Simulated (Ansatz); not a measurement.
# LiCoNi6: relaxing a made-up structure, part 2 of 2

Starting from a made-up structure for LiCoNi6, the aim is the relaxed cell, its shortest contacts and, where a second run follows, its electronic structure.

Ansatz 0.2.0; DFT, PBEsol, plane-wave PAW, files of the set soft_1, scalar-relativistic, ferromagnetic start, cell and ions relaxed at zero pressure; PAW set soft_1 (the session's first sound run).

So far: Set-up; Relaxation of the guess. The relaxed cell has a, b, c = 3.993, 4.931, 8.452 Å (conventional setting).

## 3. Bands of the relaxed cell

A second self-consistent run takes a narrower smearing and the mesh shown in its input; the bands follow along the standard path of the relaxed lattice.

This step: DFT, PBEsol, plane-wave PAW, files of the set soft_1, scalar-relativistic, ferromagnetic start, bands and density of states at the relaxed cell; PAW set soft_1 (Ansatz 0.2.0).

Contents of input.yaml:

```yaml
crystal:
  lattice:
    - [3.9926875609, 0.0, 0.0]
    - [0.0, 2.465431524, 4.2261205084]
    - [0.0, -2.465431524, 4.2261205084]
  atoms:
    - { symbol: Ni, position: [0.0, 0.1654470981, 0.1654470981], spin: 0.6 }
    - { symbol: Ni, position: [0.0, 0.6687815298, 0.6687815298], spin: 0.6 }
    - { symbol: Ni, position: [0.0, 0.6703273985, 0.1660990593], spin: 0.6 }
    - { symbol: Ni, position: [0.0, 0.1660990593, 0.6703273985], spin: 0.6 }
    - { symbol: Ni, position: [0.5, 0.8372390021, 0.3382943431], spin: 0.6 }
    - { symbol: Ni, position: [0.5, 0.3382943431, 0.8372390021], spin: 0.6 }
    - { symbol: Co, position: [0.5, 0.836647418, 0.836647418], spin: 1.7 }
    - { symbol: Li, position: [0.5, 0.336964151, 0.336964151] }
magnetization:
  spin_polarized: true
kpoints:
  mp_grid: { grid: [8, 8, 8] }
  band_path:
    path:
      - [[0.0, 0.0, 0.0], [0.0, 0.33508287, -0.33508287], [0.0, 0.0, -0.5], [-0.5, 0.0, -0.5], [-0.5, 0.33508287, -0.33508287], [-0.5, 0.0, 0.0], [0.0, 0.0, 0.0], [0.0, -0.5, -0.5], [0.0, -0.33508287, -0.66491713], [-0.5, -0.33508287, -0.66491713], [-0.5, -0.5, -0.5], [0.0, -0.5, -0.5]]
      - [[-0.5, 0.0, 0.0], [-0.5, -0.5, -0.5]]
    npoints: 6
scf:
  occupations: { method: fermi_dirac, width: 0.03 }
  n_extra_bands: 15
hamiltonian:
  xc: pbesol
  pseudopotentials: { kind: paw, azcp: { folder: soft_1 }, xc_functional: pbe }
output:
  forces: true
  stress: true
  write_bands: true
  dos: { projected: true }
  write_density: true
  write_potential: true
  elf: true
  volumetric_format: npy
```

On the command line:

```console
$ ansatz run input.yaml --threads 4 --pin off --max-ram 10240MiB --backend cpu --events-out ev --progress --plain --runs-dir out
```

Numbers of over 12 decimals in the logs are rounded to 6 here.

The log of the run:

```text
Warning: the band count 79 (scf.n_extra_bands) hosts the net moment |M| = 5.3000 μB (N_el = 128) but caps the reachable moment at 2·n_bands − N_el = 30.0000 μB, below the 80 bands that the automatic rule leaves for it — a moment growing past the seed, or the majority channel's smearing tail, pins there with fewer empty majority states than that count leaves; raise or omit scf.n_extra_bands unless the cap is intended
[...]
Crystal: 8 atoms, lattice volume = 83.201 Å³
Basis set: ecut = 420 eV, 1663 PW (Γ), exchange–correlation on 54×72×72 points (8 copies of the dense FFT grid, shifted against one another)
Bands: 79, of which v1, the nominal top of the filled ones, is band 64 counted from 1 (63 counted from 0)
Symmetry: 4 space group operations
[...]
k-points: 105 of 512 (time reversal used)
[...]
Starting moments: Σ|m| = 5.3 μB on 7 of 8 sites
[...]
SCF iter   1: F=—  HF=-40123.868096 eV  |F-HF|=—  |Δ(HF+E_count)|=         —  Δρ=1.21e-1 (↑2.69e-2 ↓1.21e-1)  dr2=1.14e1  dr2_m=1.85e0  M=6.582 μB ∫|m|=6.932 μB  β_m=0.30  ethr=3.10e-3  ⟨swp⟩=5.3  Hψ=52445  notcnv=0  defer=20
[...]
SCF iter  19: F=-40125.585595 eV  HF=-40125.585595 eV  |F-HF|=7.76e-8  |Δ(HF+E_count)|=   1.71e-8  Δρ=8.04e-6 (↑3.36e-6 ↓8.04e-6)  dr2=8.05e-8  dr2_m=5.90e-9  M=4.741 μB ∫|m|=5.444 μB  ethr=4.31e-11  ⟨swp⟩=11.3  Hψ=116745  notcnv=0
SCF 1 converged in 19 iterations: F = -40125.585595 eV  dr2 = 8.05e-8
[...]
NSCF: frozen V_eff on 74 k-points
SCF converged after 19 iterations
Magnetization: 4.7411 μB (66.3705 up, 61.6295 down)
Absolute magnetization: 5.4511 μB (∫|ρ↑−ρ↓|, with the PAW one-centre terms)
[...]
Per-site moments (μB) at R_I (Å): [(0.490687, 0.998621), (0.530798, 1.005243), (0.568997, 0.998621), (0.568997, 0.998621), (0.589316, 1.005207), (0.589316, 1.005207), (1.706811, 1.005207), (-0.035788, 1.007245)]
Free energy (F): -40125.585595 eV
[...]
Internal energy: -40125.553752 eV  (E = F + TS)
E sigma→0 (E₀):  -40125.569673 eV
Entropy (-TS):   -0.031843 eV (-3.980 meV/atom)
Fermi energy:    16.864349 eV
[...]
--- Forces (eV/Å), atoms counted from 1 ---
  atom   1  Ni     0.00000000     0.00000000     0.00924668
  atom   2  Ni     0.00000000     0.00000000     0.01481437
  atom   3  Ni     0.00000000    -0.00345365    -0.01153494
  atom   4  Ni     0.00000000     0.00345365    -0.01153494
  atom   5  Ni     0.00000000     0.00592145     0.00428778
  atom   6  Ni     0.00000000    -0.00592145     0.00428778
  atom   7  Co     0.00000000     0.00000000    -0.00923811
  atom   8  Li     0.00000000     0.00000000    -0.00034638
  max |Σ_I F_I| component: 1.78e-5 eV/Å
--- Stress (GPa, compression-positive) ---
        0.478282       0.000000       0.000000
        0.000000      -0.846968       0.000000
        0.000000       0.000000      -0.873317
  P = ⅓ Tr σ = -0.4140 GPa (-4.140 kbar)
--- Band table (eV; the first three rows and the last of 210) ---
  k-point 0 ↑: bands = [... 60 lower, 16.3737, 16.4162, 16.4609, 16.4632, 16.5381, 16.5401, 17.6677, 18.0574, ... 11 higher]
  k-point 1 ↑: bands = [... 60 lower, 16.2541, 16.3437, 16.3946, 16.4358, 16.4556, 17.1857, 17.3023, 17.7436, ... 11 higher]
  k-point 2 ↑: bands = [... 60 lower, 16.1234, 16.1797, 16.2681, 16.3758, 16.3927, 16.3970, 17.6512, 17.9760, ... 11 higher]
  k-point 104 ↓: bands = [... 60 lower, 16.6087, 16.7104, 17.0481, 17.1159, 17.1778, 17.3504, 17.3841, 17.5357, ... 11 higher]
```

The job ended after 2.2 min (4 threads of Arm Neoverse V1, shared host; peak memory 1.2 GiB; 8.6 min of CPU time).

In the SCF lines HF is the Harris–Foulkes energy and dr2 the Hartree energy of the density residual, in eV; the loop may stop once dr2 is under the threshold and the program's other checks hold. Hψ counts applications of the Hamiltonian.

Numbers from this step:

```
free energy             : -40125.5856 eV
energy at zero smearing : -40125.5697 eV
smearing term TS        : 0.03184 eV
magnetization           : 4.741 μB
absolute magnetization  : 5.451 μB
site moments            : 0.4907, 0.5308, 0.5690, 0.5690, 0.5893, 0.5893, 1.707, -0.03579 μB
pressure                : -0.4140 GPa
```

From bands.tsv, the bands that come nearest the Fermi level along the path, at its corners, in eV from the Fermi level:

```
point  band_65_up  band_67_up  band_68_up  band_58_dn  band_59_dn  band_60_dn  band_61_dn  band_62_dn
    Γ       -0.32        1.19        1.21       -0.14        0.15        0.18        0.19        0.26
    X       -0.62        4.19        4.68       -0.41       -0.33       -0.26       -0.18       -0.09
    S       -0.47        1.15        3.74       -0.59       -0.44       -0.27       -0.22       -0.12
    R       -0.38       -0.15        2.09       -0.59       -0.43       -0.06        0.10        0.19
    A       -0.30       -0.05       -0.03       -0.38       -0.36       -0.20       -0.02        0.20
    Z       -0.36        1.33        1.37       -0.13       -0.05        0.01        0.20        0.20
    Γ       -0.32        1.19        1.21       -0.14        0.15        0.18        0.19        0.26
    Y       -0.44        1.02        3.77       -0.51       -0.38       -0.37       -0.13       -0.09
   X1       -0.62        4.19        4.68       -0.41       -0.33       -0.26       -0.18       -0.09
   A1       -0.30       -0.05       -0.03       -0.38       -0.36       -0.20       -0.02        0.20
    T       -0.42       -0.10        1.99       -0.48       -0.31       -0.26       -0.15        0.18
    Y       -0.44        1.02        3.77       -0.51       -0.38       -0.37       -0.13       -0.09
    Z       -0.36        1.33        1.37       -0.13       -0.05        0.01        0.20        0.20
    T       -0.42       -0.10        1.99       -0.48       -0.31       -0.26       -0.15        0.18
```

Site moment by atom:

```
atom  site moment (μB)
 Ni1              0.49
 Ni2              0.53
 Ni3              0.57
 Ni4              0.57
 Ni5              0.59
 Ni6              0.59
 Co7              1.71
 Li8             -0.04
```

Spin density in the bc plane of the conventional cell at fractional x = 0.500, with atoms of Ni and Co and Li within 0.2 Å of it.

Ten even steps from '0' (0.0 e/Å³) to '9' (4.8 e/Å³), each cell a mean:
```
00000000000000
00000000000000
31000000000002
92000000000006
41000000000002
00000000000000
00000000000000
00000000000000
00021000002100
00132000013200
00000000000000
00000000000000
00000000000000
00000001000000
00000047100000
00000058200000
00000011000000
00000000000000
00000000000000
00000000000000
00132000013200
00021000002100
00000000000000
```
Columns run along b (4.9 Å), rows up along c (8.5 Å), edges of the conventional cell, whose origin can differ from the input's. Atoms in or near the plane, at fractional coordinates: Ni at (0.75, 0.09), Ni at (0.25, 0.59), Ni at (0.25, 0.09), Ni at (0.75, 0.59), Co at (0.50, 0.34), Co at (0.00, 0.84), Li at (0.00, 0.34), Li at (0.50, 0.84).

ELF in the bc plane of the conventional cell at fractional x = 0.500, with atoms of Ni and Co and Li within 0.2 Å of it. It is the smooth field of the valence electrons, not physical close to the nuclei.

Values, 23 rows by 14 columns, each cell a mean:
```
0.22 0.23 0.22 0.21 0.21 0.22 0.20 0.20 0.21 0.22 0.21 0.22 0.23 0.23
0.26 0.22 0.23 0.29 0.27 0.15 0.08 0.08 0.11 0.22 0.29 0.26 0.22 0.24
0.51 0.35 0.23 0.25 0.21 0.07 0.34 0.48 0.14 0.13 0.27 0.22 0.28 0.45
0.71 0.45 0.25 0.22 0.15 0.10 0.71 0.91 0.33 0.08 0.21 0.21 0.34 0.61
0.53 0.36 0.22 0.23 0.18 0.07 0.36 0.49 0.15 0.11 0.23 0.21 0.28 0.46
0.27 0.23 0.22 0.27 0.24 0.14 0.08 0.08 0.10 0.20 0.27 0.24 0.22 0.25
0.23 0.24 0.22 0.21 0.21 0.22 0.23 0.23 0.22 0.21 0.21 0.22 0.23 0.23
0.29 0.20 0.23 0.32 0.29 0.21 0.24 0.28 0.21 0.25 0.32 0.28 0.20 0.24
0.24 0.19 0.46 0.78 0.66 0.27 0.20 0.24 0.20 0.47 0.79 0.65 0.27 0.20
0.23 0.21 0.57 0.92 0.79 0.31 0.19 0.23 0.20 0.56 0.92 0.80 0.31 0.19
0.24 0.19 0.34 0.55 0.45 0.22 0.21 0.25 0.18 0.32 0.55 0.46 0.23 0.20
0.25 0.21 0.21 0.22 0.20 0.21 0.25 0.26 0.23 0.20 0.21 0.22 0.20 0.23
0.12 0.17 0.23 0.26 0.25 0.23 0.21 0.20 0.21 0.24 0.26 0.25 0.20 0.14
0.18 0.08 0.18 0.29 0.24 0.24 0.33 0.37 0.28 0.23 0.28 0.25 0.10 0.14
0.79 0.26 0.10 0.23 0.22 0.32 0.56 0.65 0.42 0.25 0.23 0.17 0.09 0.59
0.81 0.27 0.09 0.21 0.21 0.33 0.57 0.66 0.43 0.24 0.21 0.15 0.08 0.61
0.19 0.08 0.15 0.26 0.22 0.24 0.34 0.38 0.29 0.21 0.25 0.21 0.08 0.14
0.13 0.18 0.22 0.24 0.25 0.22 0.21 0.21 0.22 0.24 0.24 0.24 0.20 0.15
0.28 0.22 0.21 0.22 0.21 0.21 0.25 0.27 0.23 0.20 0.22 0.21 0.21 0.25
0.26 0.20 0.34 0.55 0.44 0.22 0.22 0.26 0.19 0.32 0.54 0.46 0.23 0.22
0.23 0.20 0.56 0.92 0.79 0.31 0.19 0.23 0.20 0.57 0.92 0.79 0.31 0.19
0.24 0.19 0.46 0.79 0.67 0.28 0.20 0.23 0.20 0.48 0.79 0.65 0.27 0.19
0.27 0.20 0.22 0.32 0.29 0.21 0.22 0.25 0.20 0.25 0.32 0.27 0.19 0.23
```
Columns run along b (4.9 Å), rows up along c (8.5 Å), edges of the conventional cell, whose origin can differ from the input's. Atoms in or near the plane, at fractional coordinates: Ni at (0.75, 0.09), Ni at (0.25, 0.59), Ni at (0.25, 0.09), Ni at (0.75, 0.59), Co at (0.50, 0.34), Co at (0.00, 0.84), Li at (0.00, 0.34), Li at (0.50, 0.84).

Electrostatic potential energy in the bc plane of the conventional cell at fractional x = 0.500, with atoms of Ni and Co and Li within 0.2 Å of it. With pseudopotentials it is smooth inside the atoms' cores, unlike the true potential.

Ten even steps from '_' (-29 eV) to '@' (23 eV), each cell a mean:
```
%%%%%%####%%%%%%%%%%####%%%%
--++%%%%%%%%####%%%%%%%%**==
__..++%%%%##==--++%%%%##--__
____==%%%%**::..==##%%**..__
____++%%%%##==--++%%%%##::__
--++##%%%%%%####%%%%%%%%**--
%%%%######%%%%%%%%%%####%%%%
%%##++====**%%%%##++====**%%
%%++++%%##==##%%++++%%##==##
%%++**@@%%==##%%++**@@%%==##
%%**==**++++%%%%**==**++++%%
%%%%**++++##%%%%%%**++**##%%
%%%%%%%%%%%%****##%%%%%%%%%%
++##%%%%%%==..__--##%%%%%%**
..==%%%%##..______==%%%%**::
..==%%%%##..______==%%%%**::
++##%%%%%%==..__::**%%%%%%**
%%%%%%%%%%%%****##%%%%%%%%%%
%%%%**++++##%%%%%%**++**##%%
%%**==**++++%%%%**==**++++%%
%%++**@@%%==##%%++**@@%%==##
%%++++%%##==##%%++++%%##==##
%%##++====**%%%%##++====**%%
```
Columns run along b (4.9 Å; values clipped at the 3rd and 97th percentile), rows up along c (8.5 Å), edges of the conventional cell, whose origin can differ from the input's. Atoms in or near the plane, at fractional coordinates: Ni at (0.75, 0.09), Ni at (0.25, 0.59), Ni at (0.25, 0.09), Ni at (0.75, 0.59), Co at (0.50, 0.34), Co at (0.00, 0.84), Li at (0.00, 0.34), Li at (0.50, 0.84).

## 4. Results

```json
{
 "space group, relaxed": "Amm2",
 "conventional cell": "a = 3.993, b = 4.931, c = 8.452 Å; α = 90.0°, β = 90.0°, γ = 90.0°",
 "volume per atom": "10.40 Å³ (guess 9.60)",
 "total moment": "5.21 μB in the cell of 8 atoms"
}
```

In words: LiCoNi6 relaxes to Amm2 with a = 3.993, b = 4.931 and c = 8.452 Å. The guessed volume was 8 % too small. The space group Amm2 was held in the relaxation, so the end point is a stationary structure within it and may be a saddle against distortions or other arrangements. The input starts from parallel moments, and no other start was typed. Bands cross the Fermi level, so it is a metal or semimetal at this level. On the 8×8×8 mesh with the narrower smearing (relaxed on 7×6×6) the largest force component is 0.015 eV/Å and the largest stress component is 0.873 GPa, against the relaxation's thresholds of 0.015 eV/Å and 0.05 GPa. The cutoff wasn't tested. No dispersion term is used, so weakly bound directions may come out too long. Nothing here tests whether the compound is stable against decomposition.

[Logs are printed without paths, hosts, clocks, repeated set-up lines and the standing remarks that a program may print on its own settings, such as how far it seeks lower states.]

[Hosts, paths, dates, database ids (printed as entryN), source tags and the programs' standing remarks are cut or masked in the printed files.]
